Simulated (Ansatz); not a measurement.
## Bands, cutoff and cost in G0W0 for ZnSe (Stilleite)

How do accuracy and time trade against each other in G0W0 on ZnSe (Stilleite)?

Main program and level: Ansatz 0.2.0; G0W0 on PBE, plane waves, PAW.

## (1) Starting point

Symmetry: F-43m, No. 216, cubic system. The conventional cell has a = 5.668 Å, b = 5.668 Å, c = 5.668 Å, α = 90.00°, β = 90.00°, γ = 90.00°. Nearest to Zn lie 4 Se at 2.45 Å. Se has 4 Zn at 2.45 Å nearest. Farther neighbours and most contacts between anions are not listed.

The cell and positions come from the Crystallography Open Database and are kept as given unless a step says otherwise.

## (2) 189 empty bands, screening to 150 eV

Now the one-shot GW correction: screening in the RPA, then the self-energy of the levels asked for. This step takes hard PAW files.

input.yaml

```yaml
crystal:
  lattice:
    - [0.0, 2.8338, 2.8338]
    - [2.8338, 0.0, 2.8338]
    - [2.8338, 2.8338, 0.0]
  atoms:
    - { symbol: Zn, position: [0.0, 0.0, 0.0] }
    - { symbol: Se, position: [0.25, 0.25, 0.25] }
kpoints:
  mp_grid: { grid: [8, 8, 8] }
hamiltonian:
  xc: pbe
  pseudopotentials: { kind: paw, source: ansatz }
scf:
  occupations: { method: fixed }
gw:
  n_empty_bands: 189
  ecut_chi: 150
  qp_bands: [v2, c2]
  qp_kpoints: band_edges
  screening: { model: contour_deformation }
```

Run with:

```console
ansatz run input.yaml --threads 3 --pin off --max-ram 92160MiB --backend cuda --events-out ev --progress --plain --runs-dir out --devices 1 --max-vram 13GiB
```

Numbers of over 12 decimals in the logs are rounded to 6 here.

Output:

```text
GPUs: using 1 of 1 available (devices: 1).
Engine: ansatz 0.2.0, x86_64-unknown-linux-gnu
Pseudopotentials: kind: paw
Pseudopotential: Zn, paw, valence charge 20, recommended cutoff 660 eV (normal), Zn.paw.azcp
Pseudopotential: Se, paw, valence charge 16, recommended cutoff 580 eV (normal), Se.paw.azcp
Functional definition: PBE
  parameter kappa = 0.804
  parameter beta = 0.066725
  exchange = pbe_x(kappa = kappa, mu = beta*pi^2/3)
  correlation = pbe_c(beta = beta)
device memory: the entry about to start is reckoned to put 0.9 GiB on a device that reports 56.1 GiB free (of which the cap on the GPU budget leaves the run 13.0 GiB)
GPU FFT provider: cuFFT
GPU libraries: cuBLAS 13.8.2, cuFFT 12.4.0, cuSOLVER 12.3.4
Crystal: 2 atoms, lattice volume = 45.513 Å³
Basis set: ecut = 660 eV, 1807 PW (Γ)
Bands: 22, of which v1, the nominal top of the filled ones, is band 18 counted from 1 (17 counted from 0)
Symmetry: 24 space group operations
Space group: F-43m (ITA 216), of the structure as read, at distance tolerance 3.6e-5 Å
k-points: 29 of 512 (time reversal used)
Non-local potential: Zn, projectors of the file, l = 0: 3, l = 1: 3, l = 2: 3, l = 3: 1
Non-local potential: Se, projectors of the file, l = 0: 2, l = 1: 2, l = 2: 3, l = 3: 1
PAW form: soft (Blöchl's): semilocal exchange-correlation on the pseudo side does not see the compensation charge
PAW one-centre angular grid: Zn, 590 points (default); XC on 64 Gauss nodes
PAW one-centre angular grid: Se, 590 points (default); XC on 64 Gauss nodes
Initial density: superposition of atomic densities (chi_scale 0.1, normalization cell, long waves kept (reshape's long-wave potential 0.00 eV rms))
Initial wavefunctions: pseudopotential atomic-orbital guess
GPU buffer pool allocated for 46656 grid points (all kernels)
GPU transforms: local potential and band sums: pruned to the plane-wave sphere, on 36×36×36
Functional: x = pbe(κ = 0.804, μ = 0.219515), c = pbe(β = 0.066725)
SCF iter   1: F=—  HF=-12954.797319 eV  |F-HF|=—  |Δ(HF+E_count)|=         —  Δρ=9.96e-2  dr2=3.20e0  ethr=3.10e-3  ⟨swp⟩=5.0  Hψ=2383  notcnv=0  defer=49
preconditioner: auto → none  [insulator: Δε(μ)=0.988 eV  Ē_g=13.523 eV  n_scr=14 (ndim 8)  ℏωp=23.4 eV  f_vac=0.131  ε∞_Penn≈4.0]
SCF iter   2: F=—  HF=-12954.119267 eV  |F-HF|=—  |Δ(HF+E_count)|=   6.78e-1  Δρ=6.79e-2  dr2=1.08e0  ethr=3.10e-3  ⟨swp⟩=3.0  Hψ=1577  notcnv=0  defer=49
SCF iter   3: F=—  HF=-12953.702355 eV  |F-HF|=—  |Δ(HF+E_count)|=   4.17e-1  Δρ=1.63e-2  dr2=7.13e-2  ethr=3.00e-3  ⟨swp⟩=2.0  Hψ=1451  notcnv=0  defer=27
SCF iter   4: F=—  HF=-12953.681777 eV  |F-HF|=—  |Δ(HF+E_count)|=   2.06e-2  Δρ=4.86e-3  dr2=5.71e-3  ethr=1.98e-4  ⟨swp⟩=2.0  Hψ=1165  notcnv=0  defer=53
SCF iter   5: F=—  HF=-12953.680265 eV  |F-HF|=—  |Δ(HF+E_count)|=   1.51e-3  Δρ=1.48e-3  dr2=6.84e-4  ethr=1.59e-5  ⟨swp⟩=2.0  Hψ=1195  notcnv=0  defer=53
SCF iter   6: F=—  HF=-12953.680238 eV  |F-HF|=—  |Δ(HF+E_count)|=   2.73e-5  Δρ=3.87e-4  dr2=4.39e-5  ethr=1.90e-6  ⟨swp⟩=2.0  Hψ=934  notcnv=0  defer=53
SCF iter   7: F=—  HF=-12953.680225 eV  |F-HF|=—  |Δ(HF+E_count)|=   1.27e-5  Δρ=1.20e-4  dr2=3.99e-6  ethr=1.22e-7  ⟨swp⟩=2.9  Hψ=1283  notcnv=0  defer=1
SCF iter   8: F=-12953.680224 eV  HF=-12953.680224 eV  |F-HF|=4.09e-9  |Δ(HF+E_count)|=   1.18e-6  Δρ=3.27e-6  dr2=3.14e-9  ethr=2.78e-10  ⟨swp⟩=4.6  Hψ=2665  notcnv=0
SCF 1 converged in 8 iterations: F = -12953.680224 eV  dr2 = 3.14e-9
  greatest PAW one-centre occupation: 0.999 electrons in one spin orbital (limit 2), on the Zn atom at site 0 (counted from 0), in its partial waves of l = 0
device memory: the entry about to start is reckoned to put 1.0 GiB (of the 1.1 GiB reckoned in all, the device holds 0.1 GiB already) on a device that reports 54.0 GiB free (of which the cap on the GPU budget leaves the run 12.9 GiB)
NSCF: frozen V_eff on 29 k-points, pencils in batches of 32, up to order 88
the band table was solved once the SCF had ended and its energy, with any forces and stress, was formed, with the checks that follow a solve (2897 applications of the Hamiltonian). They found nothing against the state; the energy, forces and stress were not computed again (output.eigenvalues in the input reference)
device memory: the entry about to start is reckoned to put 4.4 GiB on a device that reports 51.8 GiB free (of which the cap on the GPU budget leaves the run 13.0 GiB)
NSCF: frozen V_eff on 29 k-points
G₀W₀ screening: q 1/29
[... further progress lines ...]
SCF converged after 8 iterations
Free energy (F): -12953.680224 eV
Harris-Foulkes:  -12953.680224 eV  (|F-HF|=4.09e-9)
Internal energy: -12953.680224 eV  (E = F + TS)
E sigma→0 (E₀):  -12953.680224 eV
Fermi energy:    8.145973 eV
--- Per-component energies (eV) ---
  E_band       = -1004.573776
  E_kinetic    = 720.648853
  E_local      = -9741.335811  (includes V_loc(G=0)·N_el)
  E_nonlocal   = 297.114975
  E_hartree    = 3827.538425
  E_xc         = -302.766152
  E_vxc        = -297.578745  (∫ρ·V_xc dr)
  E_paw        = -3282.102333  (= ΣΔE_a)
  E_vpaw       = 361.498690  (= ΣTr[D̂ρ^β])
  E_aug_tail   = -0.000041  (compensation charges beyond the density's cutoff)
  E_ewald      = -4472.778139
  E_smearing   = -0.000000  (= −TS)
  E_closure    = -0.000000  (closes the sum)
  Σ components = -12953.680224   (vs F -12953.680224, Δ=0.00e0)
--- Band table (eV; the first three rows and the last of 29) ---
  k-point 0: bands = [... 14 lower, 1.9778, 8.1460, 8.1460, 8.1460, 9.4361, 13.9578, 13.9578, 13.9578]
  k-point 1: bands = [... 14 lower, 1.9765, 6.8304, 7.9943, 7.9943, 10.4214, 13.8975, 14.2115, 14.2115]
  k-point 2: bands = [... 14 lower, 1.9780, 5.1033, 7.6699, 7.6699, 10.8961, 14.5895, 14.5895, 14.7124]
  k-point 28: bands = [... 14 lower, 2.2781, 3.4651, 5.3869, 5.4867, 13.6284, 13.7012, 15.1177, 15.8594]
--- G₀W₀: contour deformation, 7 samples at zero and on the imaginary axis and 3 off it, 512 q-points, 189 empty bands' worth ---
  eigenvalues of the whole cell's RPA ε∞ on this k-mesh (on a slab, of 1 + 4πα/V) = 7.3782, 7.3782, 7.3782; static W/v taken at q = 0 is 0.135534
  bands read: the sum over 207 bands ends inside a degenerate multiplet in 2 slots, whose members it reads at an even weight; the widest, k=3: bands 207 to 208 (counted from 1) at 1/2 each
  gw.qp_kpoints: band_edges: 14 of 29 stored k-points solved, in 1 pass; an edge of the gap read off the rows below is read off those points alone
    valence top: of the k-points left out ik 10 came nearest to being solved in a further pass, in band 18 (counted from 1, as in the quasiparticle table): it holds the edge there only if its correction is more favourable than any solved in that band by at least 0.527 eV; those differ by 0.101 eV
    conduction bottom: of the k-points left out ik 18 came nearest to being solved in a further pass, in band 19 (counted from 1, as in the quasiparticle table): it holds the edge there only if its correction is more favourable than any solved in that band by at least 1.787 eV; those differ by 0.335 eV
    ik  band        ε_KS         Σx   Σc(E_QP)       V_xc       Z   E_QP_lin       E_QP  E_QP is
     0    17      8.1460   -21.7510     2.0270   -18.8897  0.7699     7.2970     7.3117  root
     0    18      8.1460   -21.7510     2.0270   -18.8897  0.7699     7.2970     7.3117  root
     0    19      9.4361    -9.9031    -3.6550   -13.7977  0.7997     9.6764     9.6757  root
     0    20     13.9578    -6.9956    -4.4104   -11.6586  0.7787    14.2117    14.2104  root
     1    17      7.9943   -21.4804     2.0578   -18.5782  0.7689     7.1344     7.1498  root
     1    18      7.9943   -21.4804     2.0578   -18.5782  0.7689     7.1344     7.1498  root
     1    19     10.4214   -10.6056    -3.5967   -14.4079  0.7923    10.6276    10.6270  root
     1    20     13.8975    -7.3839    -4.3705   -11.9728  0.7789    14.1169    14.1158  root
     2    17      7.6699   -20.9542     2.1278   -17.9609  0.7666     6.7873     6.8045  root
     2    18      7.6699   -20.9542     2.1278   -17.9609  0.7666     6.7873     6.8045  root
     2    19     10.8961    -9.1591    -3.9564   -13.3868  0.7927    11.1685    11.1674  root
     2    20     14.5895    -7.2166    -4.5557   -12.0273  0.7698    14.8459    14.8444  root
     3    17      7.3873   -20.5020     2.1821   -17.4377  0.7645     6.4865     6.5051  root
     3    18      7.3873   -20.5020     2.1821   -17.4377  0.7645     6.4865     6.5051  root
     3    19     10.7766    -8.9184    -3.9256   -13.1115  0.7948    11.0451    11.0441  root
     3    20     14.6049    -7.1924    -4.4630   -11.8827  0.7719    14.8333    14.8322  root
     4    17      7.2792   -20.3205     2.1999   -17.2325  0.7637     6.3719     6.3911  root
     4    18      7.2792   -20.3205     2.1999   -17.2325  0.7637     6.3719     6.3911  root
     4    19     10.6924    -8.9709    -3.8910   -13.1250  0.7955    10.9565    10.9555  root
     4    20     14.5367    -7.1867    -4.4039   -11.8056  0.7738    14.7527    14.7517  root
     5    17      7.7225   -21.0489     2.1147   -18.0745  0.7671     6.8460     6.8628  root
     5    18      7.7225   -21.0489     2.1147   -18.0745  0.7671     6.8460     6.8628  root
     5    19     10.8646   -11.1997    -3.6124   -15.0192  0.7879    11.0723    11.0717  root
     5    20     13.2120    -6.7624    -4.2440   -11.2074  0.7870    13.4138    13.4130  root
[...]
23    17      5.7406   -19.5074     2.7057   -15.8730  0.7452     4.7826     4.8120  root
    23    18      6.6841   -19.5130     2.3374   -16.2612  0.7583     5.7468     5.7697  root
    23    19     12.3777    -9.5590    -4.2626   -14.1479  0.7795    12.7060    12.7040  root
    23    20     13.6979    -6.8507    -4.1257   -11.0572  0.7831    13.7788    13.7787  root
    28    17      5.3869   -20.4351     3.1400   -16.3074  0.7378     4.3620     4.3993  root
    28    18      5.4867   -16.7701     2.4287   -13.4175  0.7436     4.5326     4.5628  root
    28    19     13.6284    -8.0722    -3.9940   -12.1185  0.7791    13.6808    13.6808  root
    28    20     13.7012   -10.0850    -4.8359   -15.3698  0.7556    14.1559    14.1501  root
```

It took 45 s on 1 × NVIDIA H100 80GB HBM3 (shared by 6 runs) with 3 threads of AMD EPYC 7R13 (Zen 3), shared host; peak memory 1.5 GiB; 80 s of CPU time.

This step gave:

| Quantity | Value |
| --- | --- |
| bands summed | 207 |
| RPA ε∞ on this mesh (eigenvalues) | 7.378, 7.378, 7.378 |
| plane waves in the screening matrix | 181 |
| q-points in the mesh | 512 |
| G0W0 gap on the mesh | 2.364 eV |
| k of the valence top | 0, 0, 0 |
| k of the conduction bottom | 0, 0, 0 |
| starting gap on the mesh | 1.290 eV |
| Z at the valence top | 0.7699 |
| Z at the conduction bottom | 0.7997 |
| least direct G0W0 gap on the computed points | 2.364 eV |

The gap on the mesh goes from 1.29 eV to 2.36 eV, a correction of +1.07 eV. Between the two edge states, bare exchange in place of the xc potential would open the gap by 6.76 eV, and correlation takes back 5.68 eV.

## (3) 408 empty bands, screening to 250 eV

Bands and screening cutoff are moved together, since each hides the error of the other.

Changes to input.yaml since step 2:

```diff
@@ -16,4 +16,4 @@
 gw:
-  n_empty_bands: 189
-  ecut_chi: 150
+  n_empty_bands: 408
+  ecut_chi: 250
   qp_bands: [v2, c2]
```

Output:

```text
GPUs: using 1 of 1 available (devices: 1).
[...]
GPU FFT provider: cuFFT
GPU libraries: cuBLAS 13.8.2, cuFFT 12.4.0, cuSOLVER 12.3.4
Crystal: 2 atoms, lattice volume = 45.513 Å³
Basis set: ecut = 660 eV, 1807 PW (Γ)
Bands: 22, of which v1, the nominal top of the filled ones, is band 18 counted from 1 (17 counted from 0)
Symmetry: 24 space group operations
[...]
k-points: 29 of 512 (time reversal used)
[...]
GPU buffer pool allocated for 46656 grid points (all kernels)
[...]
SCF iter   1: F=—  HF=-12954.797319 eV  |F-HF|=—  |Δ(HF+E_count)|=         —  Δρ=9.96e-2  dr2=3.20e0  ethr=3.10e-3  ⟨swp⟩=5.0  Hψ=2383  notcnv=0  defer=49
[...]
SCF iter   8: F=-12953.680224 eV  HF=-12953.680224 eV  |F-HF|=4.09e-9  |Δ(HF+E_count)|=   1.18e-6  Δρ=3.27e-6  dr2=3.14e-9  ethr=2.78e-10  ⟨swp⟩=4.6  Hψ=2665  notcnv=0
SCF 1 converged in 8 iterations: F = -12953.680224 eV  dr2 = 3.14e-9
[...]
NSCF: frozen V_eff on 29 k-points, pencils in batches of 32, up to order 88
[...]
NSCF: frozen V_eff on 29 k-points
G₀W₀ screening: q 1/29
[... further progress lines ...]
SCF converged after 8 iterations
Free energy (F): -12953.680224 eV
[...]
Internal energy: -12953.680224 eV  (E = F + TS)
E sigma→0 (E₀):  -12953.680224 eV
Fermi energy:    8.145973 eV
[...]
--- Band table (eV; the first three rows and the last of 29) ---
  k-point 0: bands = [... 14 lower, 1.9778, 8.1460, 8.1460, 8.1460, 9.4361, 13.9578, 13.9578, 13.9578]
  k-point 1: bands = [... 14 lower, 1.9765, 6.8304, 7.9943, 7.9943, 10.4214, 13.8975, 14.2115, 14.2115]
  k-point 2: bands = [... 14 lower, 1.9780, 5.1033, 7.6699, 7.6699, 10.8961, 14.5895, 14.5895, 14.7124]
  k-point 28: bands = [... 14 lower, 2.2781, 3.4651, 5.3869, 5.4867, 13.6284, 13.7012, 15.1177, 15.8594]
[...]
0    17      8.1460   -21.7510     1.8971   -18.8897  0.7697     7.1588     7.1818  root
     0    18      8.1460   -21.7510     1.8971   -18.8897  0.7697     7.1588     7.1818  root
     0    19      9.4361    -9.9031    -3.8040   -13.7977  0.7998     9.5268     9.5267  root
     0    20     13.9578    -6.9956    -4.4671   -11.6586  0.7790    14.1545    14.1537  root
     1    17      7.9943   -21.4804     1.9310   -18.5782  0.7688     6.9990     7.0230  root
     1    18      7.9943   -21.4804     1.9310   -18.5782  0.7688     6.9990     7.0230  root
     1    19     10.4214   -10.6056    -3.7434   -14.4079  0.7924    10.4803    10.4803  root
     1    20     13.8975    -7.3839    -4.4412   -11.9728  0.7784    14.0455    14.0451  root
[...]
28    17      5.3869   -20.4351     3.0606   -16.3074  0.7377     4.2711     4.3199  root
    28    18      5.4867   -16.7701     2.3424   -13.4175  0.7436     4.4364     4.4766  root
    28    19     13.6284    -8.0722    -4.0633   -12.1185  0.7790    13.6115    13.6115  root
    28    20     13.7012   -10.0850    -4.9701   -15.3698  0.7557    14.0187    14.0160  root
```

The job ended after 2.2 min (1 × NVIDIA H100 80GB HBM3 (shared by 6 runs) with 3 threads; peak memory 2.7 GiB).

This step gave:

- bands summed: 426
- RPA ε∞ on this mesh (eigenvalues): 7.378, 7.378, 7.378
- plane waves in the screening matrix: 411
- q-points in the mesh: 512
- G0W0 gap on the mesh: 2.345 eV
- k of the valence top: 0, 0, 0
- k of the conduction bottom: 0, 0, 0
- starting gap on the mesh: 1.290 eV
- Z at the valence top: 0.7697
- Z at the conduction bottom: 0.7998
- least direct G0W0 gap on the computed points: 2.345 eV

Against the run with 8×8×8 mesh, 189 empty bands, screening to 150 eV, hard PAW files, the gap moves by −0.019 eV.

(Part 1 of 2 ends here.)

[Paths, hosts, dates, memory and timing lines, banners, echoed tables and standing remarks are left out of the program output.]

[Logs are printed without paths, hosts, clocks, repeated set-up lines and the standing remarks that a program may print on its own settings, such as how far it seeks lower states.]

[Runs of the session that timed out or met a known fault of the program may be left out.]

[Cells called generated may have been cut or substituted from an entry of the Crystallography Open Database or the Materials Project.]

[Hosts, paths, dates, database ids (printed as entryN), source tags and the programs' standing remarks are cut or masked in the printed files.]
